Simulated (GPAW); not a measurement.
# How BiTe absorbs and reflects light, part 2 of 2

Aim: the dielectric function of BiTe, and the optical constants that follow from it.

GPAW 26.7.0; DFT, PBE, plane-wave PAW (GPAW data sets), scalar-relativistic, RPA, optical limit.

So far. Step 2 (Ground state): There are states at the Fermi level within the smearing, so the occupations stay smeared and the carriers get a Drude term.

## (4) Dielectric function, RPA

Transitions between filled and empty bands, summed over the zone, give the optical response, so mesh, band count and broadening shape it.

The induced potential is part of this response.

This step: DFT, PBE, plane-wave PAW (GPAW data sets), scalar-relativistic, RPA, optical limit (GPAW 26.7.0).

Contents of df.py:

```python
from gpaw.response.df import DielectricFunction

df = DielectricFunction('full.gpw', frequencies={'type': 'nonlinear', 'domega0': 0.03, 'omega2': 8},
                        ecut=50,
                        eta=0.05,
                        nbands=23,
                        rate=0.03,
                        txt='df.txt')
for direction in ['x']:
    df.get_dielectric_function(xc='RPA', direction=direction, filename=f'df_{direction}.csv')
```

The run is started by

```
> OMP_NUM_THREADS=1 python df.py
```

Numbers of over 12 decimals in the logs are rounded to 6 here.

Output:

```text
Using integrator: PointIntegrator
NonLinearFrequencyDescriptor(from 0.000 to 41.107 eV, 439 points)
Nonperiodic BCs:  [False False False]
Using integrator: PointIntegrator
NonLinearFrequencyDescriptor(from 0.000 to 41.107 eV, 439 points)
Nonperiodic BCs:  [False False False]
Using integrator: PointIntegrator

Calculating chi0 body with:
    Ground state adapter containing:
    Number of spins: 1
    Number of kpoints: 1728
    Number of irreducible kpoints: 72
    Number of completely occupied states: 10
    Number of partially occupied states: 13

    Linear response parametrization:
    q_c: [0.0, 0.0, 0.0]
    Number of frequency points: 439
    Planewave cutoff: 50.0
    Number of bands: 23
    Number of planewaves: 59
    Broadening (eta): 0.05

Integrating chi0 body.

Symmetries of q_c:
    Direct symmetries (Uq -> q): 48
    Indirect symmetries (TUq -> q): 0
In total 48 allowed symmetries.

72 groups of equivalent kpoints. 95.833333% reduction.

Integral kind: spectral function

Calculating chi0 optical extensions with:
    Ground state adapter containing:
    Number of spins: 1
    Number of kpoints: 1728
    Number of irreducible kpoints: 72
    Number of completely occupied states: 10
    Number of partially occupied states: 13

    Linear response parametrization:
    Number of frequency points: 439
    Planewave cutoff: 50.0
    Number of bands: 23
    Number of planewaves: 59
    Broadening (eta): 0.05
Integrating chi0 head and wings.

Symmetries of q_c:
    Direct symmetries (Uq -> q): 48
    Indirect symmetries (TUq -> q): 0
In total 48 allowed symmetries.

72 groups of equivalent kpoints. 95.833333% reduction.

Integral kind: spectral function wings

Calculating drude chi0 with:
    Number of frequency points:439
    Plasma frequency decay rate: 0.03 eV

    Ground state adapter containing:
    Number of spins: 1
    Number of kpoints: 1728
    Number of irreducible kpoints: 72
    Number of completely occupied states: 10
    Number of partially occupied states: 13

Symmetries of q_c:
    Direct symmetries (Uq -> q): 48
    Indirect symmetries (TUq -> q): 0
In total 48 allowed symmetries.

72 groups of equivalent kpoints. 95.833333% reduction.

Integral kind: intraband
Plasma frequency:
[[7.88-0.j 0.  +0.j 0.  -0.j]
 [0.  +0.j 7.88-0.j 0.  -0.j]
 [0.  +0.j 0.  -0.j 7.88-0.j]]
```

Elapsed: 11 s, on 1 thread of Arm Neoverse V2, shared host; peak memory 0.29 GiB.

Some rows of df_x.csv (energy; Re and Im without local fields; Re and Im with them):

```text
0.000000, 71829.866995, -0.000000, 71828.205714, -0.000000
0.366838, -669.052277, 168.434887, -670.127588, 167.701561
0.747880, -160.920913, 17.893686, -161.643319, 17.857576
1.143969, -60.650788, 6.122175, -61.563389, 6.007686
1.556014, -26.504374, 8.657544, -27.639116, 8.086283
1.984998, -10.953268, 15.931789, -11.806199, 13.867824
2.431988, -13.497757, 8.808463, -13.655416, 8.015815
2.898142, -12.977978, 4.405132, -13.136743, 4.480531
3.384719, -7.369626, 2.887260, -7.714446, 2.728187
3.893091, -5.448381, 1.539166, -5.978118, 1.553284
4.424758, -3.140585, 0.940743, -3.818942, 0.923448
4.981356, -0.802601, 1.320705, -1.708547, 1.205513
5.564682, 0.954741, 1.982441, -0.336611, 1.373277
6.176709, 2.888486, 4.848088, 1.306851, 2.615083
6.819608, -2.228880, 6.710950, -0.502952, 4.816027
7.495775, -3.755782, 3.349018, -2.646263, 3.534639
8.207861, -3.829804, 2.643934, -2.709289, 3.591228
8.958808, -2.321490, 1.414477, -1.986928, 1.680553
9.751884, -1.360394, 1.379071, -0.996420, 1.298813
10.590737, -1.213118, 1.113055, -0.931964, 1.129053
11.479449, -1.016777, 0.897219, -0.597434, 0.972932
```

The Im ε, E ∥ x has structure finer than the step of the table below, so its rows give means over 0.25 eV, whole bins alone (the curve runs from 0.305 to 12.2 eV). Peaks (eV: height): 1.348: 9.44, 1.733: 11.1, 2.132: 18.3, 2.470: 9.85, 7.323: 5.69.

Sum at mesh points, not converged in k. Im ε, E ∥ x against photon energy; means over each step:

photon energy (eV), Im ε, E ∥ x and a bar:
```
     0.50         80 ##############################
     0.75         19 #######
     1.00          9 ###
     1.25          7 ##
     1.50          8 ###
     1.75          9 ###
     2.00         14 #####
     2.25         11 ####
     2.50          8 ###
     2.75          6 ##
     3.00          4 #
     3.25          3 #
     3.50          3 #
     3.75          2 
     4.00          1 
     4.25          1 
     4.50          1 
     4.75          1 
     5.00          1 
     5.25          1 
     5.50          2 
     5.75          2 
     6.00          2 
     6.25          3 #
     6.50          5 #
     6.75          5 ##
     7.00          4 #
     7.25          5 ##
     7.50          4 #
     7.75          2 #
     8.00          3 #
     8.25          3 #
     8.50          1 
     8.75          2 
     9.00          2 
     9.25          1 
     9.50          1 
     9.75          1 
    10.00          1 
    10.25          1 
    10.50          1 
    10.75          1 
    11.00          1 
    11.25          1 
    11.50          1 
    11.75          1 
    12.00          1
```

Values under 1 per cm are given as 1; sum at mesh points, not converged in k. Table of absorption coefficient, E ∥ x by photon energy:

```
photon energy (eV)  absorption coefficient, E ∥ x (1/cm)
             0.492                                 9.8e5
             1.010                                 9.4e5
             1.486                                 8.7e5
             1.985                                 7.8e5
             2.508                                 1.1e6
             3.018                                 1.1e6
             3.510                                 1.0e6
             3.980                                 9.4e5
             4.516                                 8.3e5
             4.981                                 7.0e5
             5.515                                 5.9e5
             6.021                                 4.0e5
             6.494                                 8.8e5
             6.985                                 1.3e6
             7.496                                 1.4e6
             8.026                                 1.1e6
             8.516                                 1.2e6
             9.023                                 1.3e6
             9.483                                 9.7e5
            10.026                                 1.1e6
            10.519                                 1.1e6
            11.029                                 9.8e5
            11.479                                 1.1e6
            12.023                                 7.6e5
```

The reflectivity at normal incidence, E ∥ x has structure finer than the step of the table below, so its rows give means over 0.5 eV, whole bins alone (the curve runs from 0.305 to 12.2 eV). Peaks (eV: height): 3.22: 87.0, 3.68: 88.7, 7.73: 53.5, 8.39: 62.4, 9.22: 59.1, 10.66: 44.3, 11.79: 47.9.

Sum at mesh points, not converged in k. Reflectivity at normal incidence, E ∥ x against photon energy; means over each step:

```
photon energy (eV)  reflectivity at normal incidence, E ∥ x (%)
               1.0                                         97.8
               1.5                                         91.0
               2.0                                         78.2
               2.5                                         82.1
               3.0                                         84.1
               3.5                                         82.3
               4.0                                         82.0
               4.5                                         79.3
               5.0                                         59.4
               5.5                                         26.1
               6.0                                         13.6
               6.5                                         24.5
               7.0                                         34.0
               7.5                                         46.1
               8.0                                         40.8
               8.5                                         51.5
               9.0                                         48.6
               9.5                                         39.6
              10.0                                         40.1
              10.5                                         38.8
              11.0                                         34.7
              11.5                                         37.2
```

The loss function −Im 1/ε at q → 0, E ∥ x has structure finer than the step of the table below, so its rows give means over 0.25 eV, whole bins alone (the curve runs from 0.305 to 12.2 eV). Peaks (eV: height): 5.318: 0.840, 8.704: 0.460, 9.416: 0.666, 11.103: 1.04, 12.023: 1.59.

Sum at mesh points, not converged in k. Loss function −Im 1/ε at q → 0, E ∥ x against energy loss; means over each step:

| energy loss (eV) | loss function −Im 1/ε at q → 0, E ∥ x |
| --- | --- |
| 0.50 | 5.0e-4 |
| 0.75 | 6.9e-4 |
| 1.00 | 0.00115 |
| 1.25 | 0.00314 |
| 1.50 | 0.00787 |
| 1.75 | 0.0161 |
| 2.00 | 0.0336 |
| 2.25 | 0.0188 |
| 2.50 | 0.0268 |
| 2.75 | 0.0278 |
| 3.00 | 0.0251 |
| 3.25 | 0.0293 |
| 3.50 | 0.0446 |
| 3.75 | 0.0332 |
| 4.00 | 0.0469 |
| 4.25 | 0.0643 |
| 4.50 | 0.0723 |
| 4.75 | 0.147 |
| 5.00 | 0.264 |
| 5.25 | 0.556 |
| 5.50 | 0.614 |
| 5.75 | 0.626 |
| 6.00 | 0.467 |
| 6.25 | 0.271 |
| 6.50 | 0.207 |
| 6.75 | 0.209 |
| 7.00 | 0.233 |
| 7.25 | 0.217 |
| 7.50 | 0.184 |
| 7.75 | 0.240 |
| 8.00 | 0.318 |
| 8.25 | 0.186 |
| 8.50 | 0.283 |
| 8.75 | 0.396 |
| 9.00 | 0.277 |
| 9.25 | 0.377 |
| 9.50 | 0.585 |
| 9.75 | 0.471 |
| 10.00 | 0.525 |
| 10.25 | 0.605 |
| 10.50 | 0.602 |
| 10.75 | 0.646 |
| 11.00 | 0.866 |
| 11.25 | 0.838 |
| 11.50 | 0.724 |
| 11.75 | 0.834 |
| 12.00 | 1.48 |

The Im ε, E ∥ x has structure finer than the step of the table below, so its rows give means over 0.25 eV, whole bins alone (the curve runs from 0.305 to 12.2 eV). Peaks (eV: height): without local fields 1.733: 12.1, 2.058: 20.3, 2.470: 10.5, 6.494: 8.53, 7.267: 6.99; with local fields 1.348: 9.44, 1.733: 11.1, 2.132: 18.3, 2.470: 9.85, 7.323: 5.69.

Sum at mesh points, not converged in k. Im ε, E ∥ x against photon energy; means over each step:

| photon energy (eV) | without local fields | with local fields |
| --- | --- | --- |
| 0.50 | 80.4 | 80.1 |
| 0.75 | 19.2 | 19.2 |
| 1.00 | 8.64 | 8.53 |
| 1.25 | 7.20 | 6.98 |
| 1.50 | 8.56 | 8.09 |
| 1.75 | 9.91 | 9.14 |
| 2.00 | 15.8 | 14.1 |
| 2.25 | 11.1 | 10.9 |
| 2.50 | 8.29 | 7.84 |
| 2.75 | 6.36 | 6.23 |
| 3.00 | 3.86 | 3.88 |
| 3.25 | 2.74 | 2.71 |
| 3.50 | 3.19 | 3.20 |
| 3.75 | 1.56 | 1.60 |
| 4.00 | 1.39 | 1.35 |
| 4.25 | 1.44 | 1.39 |
| 4.50 | 0.896 | 0.863 |
| 4.75 | 1.08 | 0.936 |
| 5.00 | 1.22 | 1.09 |
| 5.25 | 1.35 | 0.978 |
| 5.50 | 2.22 | 1.53 |
| 5.75 | 2.48 | 1.59 |
| 6.00 | 3.17 | 1.76 |
| 6.25 | 5.72 | 2.93 |
| 6.50 | 7.98 | 4.52 |
| 6.75 | 6.99 | 4.76 |
| 7.00 | 5.00 | 3.92 |
| 7.25 | 5.97 | 4.60 |
| 7.50 | 3.43 | 3.59 |
| 7.75 | 2.57 | 2.39 |
| 8.00 | 3.27 | 2.64 |
| 8.25 | 2.29 | 2.76 |
| 8.50 | 1.48 | 1.41 |
| 8.75 | 2.09 | 1.81 |
| 9.00 | 1.48 | 1.65 |
| 9.25 | 1.03 | 0.957 |
| 9.50 | 1.64 | 1.30 |
| 9.75 | 1.43 | 1.38 |
| 10.00 | 1.22 | 1.08 |
| 10.25 | 1.26 | 1.14 |
| 10.50 | 1.21 | 1.11 |
| 10.75 | 1.02 | 0.883 |
| 11.00 | 1.15 | 0.802 |
| 11.25 | 1.20 | 1.03 |
| 11.50 | 0.862 | 0.942 |
| 11.75 | 0.594 | 0.610 |
| 12.00 | 0.863 | 0.558 |

From ε follow the optical constants at some laser and lamp lines:

```csv
wavelength (nm),n,k,R (%),1/α
1550,0.62,11.836,98.3,10 nm
1064,0.38,7.669,97.5,11 nm
800,0.74,5.349,90.6,12 nm
532,0.78,4.347,85.9,9.7 nm
365,0.50,2.806,80.1,10 nm
308,0.29,2.258,83.1,11 nm
248,0.43,1.381,56.3,14 nm
```

A polished face would reflect 80 % of daylight and look near white (CIE x = 0.303, y = 0.331 under D65).

## (5) Results

In words: At this level (PBE, RPA) BiTe is a metal. The mesh is too coarse to trust the carriers' weight, the reflectivity or the colour to better than tens of per cent. A polished face would reflect 80 % of daylight and look near white (CIE x = 0.303, y = 0.331 under D65). The carriers' damping of 0.03 eV is typed, not computed; it shapes the response at the lowest energies. Spin-orbit coupling is left out although heavy atoms are present. The curves end at 12 eV, about where the summed bands run out. GPAW's carrier term has the form −ωp²/(ω + i·rate)², which damps like twice the rate and fails at low energy, so the curves leave the lowest energies out. The sum runs over mesh points 0.14 Å⁻¹ apart with no interpolation, so peaks are partly noise of the mesh, and the Drude plasma energy, a sum over the Fermi surface, isn't converged.

[Machine, clock and banner lines and Python warnings are left out of the logs.]

[Logs are printed without paths, hosts, clocks, repeated set-up lines and the standing remarks that a program may print on its own settings, such as how far it seeks lower states.]

[Hosts, paths, dates, database ids (printed as entryN), source tags and the programs' standing remarks are cut or masked in the printed files.]
